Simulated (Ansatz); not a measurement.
# What SrPbSe3 (model cell, started as cubic perovskite with Pb in the octahedra) distorts into, part 2 of 2

Which phase does SrPbSe3 (model cell, started as cubic perovskite with Pb in the octahedra) fall into along its unstable mode, and how much energy does it gain?

Ansatz 0.2.0; DFT PBE, scalar-relativistic, plane waves, PAW; PAW set soft_1.

So far. Step 4 (The mode frozen in, largest atomic shift 0.6 Å): The run ends at a pressure of 1.06 GPa, with forces up to 0.30 eV/Å. Step 5 (Energy along the mode, all amplitudes (two of the runs …): The lowest of the steps tried is the last one, at 0.6 Å, 37.2 meV/atom below the parent; the bottom of the well need not coincide with a step.

The structure was built from a prototype and need not be the compound's stable phase.

## 7. The new phase in its own primitive cell (continued)

Step by step:

```tsv
step	energy less that of the first step (eV)	largest force component (eV/Å)	pressure (GPa)	volume (Å³)
1	0.0000	0.0182	-0.02	319.06
2	-0.0008	0.0062	0.00	318.90
3	-0.0009	0.0043	0.00	318.85
4	-0.0009	0.0020	0.01	318.76
5	-0.0009	0.0030	-0.01	318.85
6	-0.0009	0.0002	0.00	318.83
7*	-0.0009	0.0002	0.00	318.83
```

Relaxation steps marked * repeat the geometry before them on a plane-wave basis chosen anew for their cell, so energy and pressure can jump there.

The run keeps the 8 symmetry operations that it works with, so distortions that break them were not tested.

```tsv
conventional cell, symmetrised	before	after	change
a (Å)	8.384	8.352	-0.4 %
b (Å)	4.336	4.347	+0.3 %
c (Å)	8.777	8.782	+0.1 %
volume (Å³/atom)	31.91	31.88	-0.1 %
```

Final coordinates:

```cif
data_structure
_symmetry_space_group_name_H-M 'P 1'
_symmetry_Int_Tables_number 1
_cell_length_a 8.3521
_cell_length_b 4.3468
_cell_length_c 8.7821
_cell_angle_alpha 90.000
_cell_angle_beta 90.000
_cell_angle_gamma 90.000
_cell_volume 318.83
loop_
_atom_site_label
_atom_site_type_symbol
_atom_site_fract_x
_atom_site_fract_y
_atom_site_fract_z
_atom_site_occupancy
Sr1 Sr 0.25000 0.00000 0.13948 1
Sr2 Sr 0.75000 0.00000 0.86052 1
Pb3 Pb 0.25000 0.50000 0.73221 1
Pb4 Pb 0.75000 0.50000 0.26779 1
Se5 Se 0.50000 0.50000 0.00000 1
Se6 Se 0.00000 0.50000 0.50000 1
Se7 Se 0.00000 0.50000 0.00000 1
Se8 Se 0.50000 0.50000 0.50000 1
Se9 Se 0.25000 0.00000 0.49534 1
Se10 Se 0.75000 0.00000 0.50466 1
```

Numbers from this step:

| Property | Result |
| --- | --- |
| pressure | 8.33e-4 GPa |
| volume per atom | 31.88 Å³ |

The largest force component left is 0.19 meV/Å and the pressure is 0.001 GPa, within the tolerances set. The cell now holds 31.88 Å³/atom.

## 8. Modes of the new phase, k-mesh 4×8×4

A relaxed structure may still be a saddle point, so its zone-centre modes are computed. No field response is asked, since the mesh shows no gap.

input.yaml

```yaml
crystal:
  lattice:
    - [8.35208819, 0.0, 0.0]
    - [0.0, 4.3468048394, 0.0]
    - [0.0, 0.0, 8.7820780489]
  atoms:
    - { symbol: Sr, position: [0.25, 0.0, 0.139482211] }
    - { symbol: Sr, position: [0.75, 0.0, 0.860517789] }
    - { symbol: Pb, position: [0.25, 0.5, 0.7322094729] }
    - { symbol: Pb, position: [0.75, 0.5, 0.2677905271] }
    - { symbol: Se, position: [0.5, 0.5, 0.0] }
    - { symbol: Se, position: [0.0, 0.5, 0.5] }
    - { symbol: Se, position: [0.0, 0.5, 0.0] }
    - { symbol: Se, position: [0.5, 0.5, 0.5] }
    - { symbol: Se, position: [0.25, 0.0, 0.4953430057] }
    - { symbol: Se, position: [0.75, 0.0, 0.5046569943] }
kpoints:
  mp_grid: { grid: [4, 8, 4] }
hamiltonian:
  xc: pbe
  pseudopotentials: { kind: paw, azcp: { folder: soft_1 } }
scf:
  occupations: { method: methfessel_paxton, width: 0.2 }
output:
  eigenvalues: true
phonons:
  method: dfpt
```

On the command line:

```bash
$ ansatz run input.yaml --threads 4 --pin off --max-ram 16384MiB --backend cpu --events-out ev --progress --plain --runs-dir out
```

It took 15 min on 4 threads of Arm Neoverse V1, shared host; peak memory 4.2 GiB; 61 min of CPU time.

This step gave:

- sum-rule residual before enforcement: 1.04e-4 eV/Å²
- point group: mmm
- highest optical mode at the zone centre (no LO-TO term): 170 cm⁻¹
- lowest optical zone-centre mode: -116.7 cm⁻¹

Patterns of degenerate modes are one choice out of their space. Modes at Γ, with each element's share of the kinetic energy (negative means imaginary):

```tsv
mode	frequency (cm⁻¹)	symmetry	Sr %	Pb %	Se %
1	-116.7	Au	0	0	100
2	-84.1	B3g	0	17	83
3	-52.0	B1u	1	22	77
4	-48.3	B3u	14	2	84
5	-31.8	B2u	27	6	67
6	0.0	acoustic	16	39	45
7	0.0	acoustic	16	39	45
8	0.0	acoustic	16	39	45
9	36.9	B2g	3	41	56
10	46.2	B3u	27	50	22
11	50.8	Ag	39	40	21
12	57.8	B2u	4	53	43
13	59.3	B3g	100	0	0
14	60.8	Au	0	0	100
15	63.6	B3g	0	83	17
16	72.4	B1u	62	11	27
17	72.6	B2g	38	28	35
18	75.1	B3u	5	6	89
19	86.4	B3u	31	0	69
20	86.5	B2u	52	0	48
21	87.7	Ag	21	60	19
22	93.0	B1u	2	16	82
23	107.2	B3u	6	1	93
24	109.2	B2g	59	31	9
25	126.4	B1u	4	1	95
26	127.5	Ag	40	0	60
27	145.3	B1u	11	4	85
28	155.2	B1u	4	6	90
29	166.4	B2u	0	2	98
30	170.0	B3u	0	2	98
```

Displacements in mode 1 (-116.7 cm⁻¹), the largest set to 1:
```
Sr1  0.00  0.00  0.00
Sr2  0.00  0.00  0.00
Pb3  0.00  0.00  0.00
Pb4  0.00  0.00  0.00
Se5  0.00  0.00  0.00
Se6  0.00  1.00  0.00
Se7  0.00  0.00  0.00
Se8  0.00 -1.00  0.00
Se9  0.00  0.00  0.00
Se10 0.00  0.00  0.00
```

Displacements in mode 25 (126.4 cm⁻¹), the largest set to 1:
```
Sr1  0.00  0.00 -0.22
Sr2  0.00  0.00 -0.22
Pb3  0.00  0.00  0.06
Pb4  0.00  0.00  0.06
Se5 -1.00  0.00  0.40
Se6 -0.07  0.00 -0.03
Se7  1.00  0.00  0.40
Se8  0.07  0.00 -0.03
Se9  0.00  0.00 -0.28
Se10 0.00  0.00 -0.28
```

Before it was imposed, the acoustic sum rule was missed by 1.0e-4 eV/Å². Small misses are needed for a sound result but don't prove that mesh and cutoff are converged. The lowest optical mode is imaginary, 116.7i cm⁻¹, so the energy falls along it.

## 9. Outcome

| Quantity | Value |
| --- | --- |
| unstable mode of the parent | q = (0, -0.5, -0.5), 90i cm⁻¹ |
| depth at the lowest point sampled | 37.2 meV/atom |
| largest atomic shift at that point | 0.6 Å |
| space group reached (within 0.01 Å) | Pmma |
| energy gained over the parent (first relaxation, on the mesh of the frozen mode) | 212 meV/atom |
| volume per atom, phase reached | 31.9 Å³ |
| lowest optical zone-centre mode, phase reached | -117 cm⁻¹ |
| highest optical mode at the zone centre (no LO-TO term), phase reached | 170 cm⁻¹ |

In words: Along this mode the structure falls into Pmma, 212 meV/atom below the parent. At the parent's cell the well is 37.22 meV/atom deep on the steps tried, with its lowest point at a shift of 0.6 Å. That is the last step tried, so the steps alone don't bracket the bottom of the well. Relaxing atoms and cell changes the gain by +174.81 meV/atom against the lowest step (energies at zero smearing). Most of the total comes from this relaxation. The new phase still has an imaginary mode at the zone centre of its cell, so it is a saddle point on the way to a lower structure. Of the 4 patterns followed to their end from this parent, this one reaches the lowest energy. Each path keeps the symmetry of its pattern, so a lower phase may lie along a pattern not tried. With no gap, or one that is small against the smearing, the frequencies hang on the k mesh and the smearing, most of all near Kohn anomalies. Spin-orbit coupling is left out, which can matter for the heavy elements here. A phonon run warned that its eigensolver left some bands unconverged in a pass. The starting cell was built on a prototype and not taken from a measurement, so the phase need not exist.

[Logs are printed without paths, hosts, clocks, repeated set-up lines and the standing remarks that a program may print on its own settings, such as how far it seeks lower states.]

[Hosts, paths, dates, database ids (printed as entryN), source tags and the programs' standing remarks are cut or masked in the printed files.]
